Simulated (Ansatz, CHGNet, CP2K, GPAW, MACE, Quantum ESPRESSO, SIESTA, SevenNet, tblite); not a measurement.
## H11C3IN2 (P2_1/c) (68 atoms): runs against a plane-wave reference

The cell holds 68 atoms: 44 H, 12 C, 4 I and 8 N. Its edges and angles: a = 5.015 Å, b = 10.147 Å, c = 14.500 Å, α = 90.0°, β = 103.6°, γ = 90.0°. It derives from H11C3IN2 (P2_1/c), repeated 1×1×1. H11C3IN2, space group P2_1/c, structure from the Crystallography Open Database, 1 x 1 x 1 conventional cells; positions as listed; bonds to H set to neutron lengths (C-H 1.089, N-H 1.015, O-H 0.983, B-H 1.19 Å) where the listed ones are shorter. Then every atom was moved at random, 0.03 Å r.m.s. a Cartesian component (hydrogen 0.6 of that).

Geometry: as built.

The reference, a calculation:

- method: Kohn-Sham DFT, PBE, PAW, plane waves (Ansatz 0.2.0); cutoff 420 eV, Γ point, fermi-dirac smearing of 0.05 eV; PAW set soft_2
- r.m.s. force component: 1.384 eV/Å
- longest force: 6.69 eV/Å
- pressure: 3.772 GPa
- gap (highest filled to lowest empty level): 4.365 eV
- SCF cycles: 8
- time: 2.3 s on 8 threads of Arm Neoverse V2, shared host
- CPU time: 15 s

Runs, in no order:
A. SevenNet l3i5 potential: machine-learned interatomic potential SevenNet l3i5, trained on PBE(+U) plane-wave data
B. CP2K PBE, SZV-MOLOPT-SR, 600/50 Ry, diagonalisation: Kohn-Sham DFT, PBE, GTH-PBE pseudopotentials, Gaussian and plane waves, SZV-MOLOPT-SR-GTH, diagonalisation
C. CHGNet r2SCAN potential: machine-learned interatomic potential CHGNet r2SCAN, trained on r2SCAN plane-wave data
D. GPAW PBE, LCAO szp(dzp), h 0.18 Å: Kohn-Sham DFT, PBE, PAW, atomic orbitals (szp(dzp))
E. QE PBE, sssp-1.3.0-efficiency, 60/480 Ry: Kohn-Sham DFT, PBE, SSSP efficiency 1.3.0 pseudopotentials, plane waves

**Question.** Rank the runs by how far their forces lie from the reference's, least first.

E, A, C, B, D.

| run | Δ force, r.m.s. (meV/Å) | share of r.m.s. force (%) | CPU time |
| --- | --- | --- | --- |
| E. QE PBE, sssp-1.3.0-efficiency, 60/480 Ry | 11.8 | 0.855 | 87 s |
| A. SevenNet l3i5 potential | 127 | 9.17 | 8.8 s |
| C. CHGNet r2SCAN potential | 265 | 19.2 | 3.6 s |
| B. CP2K PBE, SZV-MOLOPT-SR, 600/50 Ry, diagonalisation | 930 | 67.2 | 2.8 min |
| D. GPAW PBE, LCAO szp(dzp), h 0.18 Å | 1501 | 109 | 29 s |

Machine-learned potentials mimic data converged in k, so the reference's own k-point error enters their differences. The published positions, changed by the recipe (random displacements or longer bonds to H), lie far from the minimum at this level of theory. The electronic-structure runs sample only Γ, in a cell whose shortest periodic width is 5 Å.

[Hosts, paths, dates, database ids (printed as entryN), source tags and the programs' standing remarks are cut or masked in the printed files.]
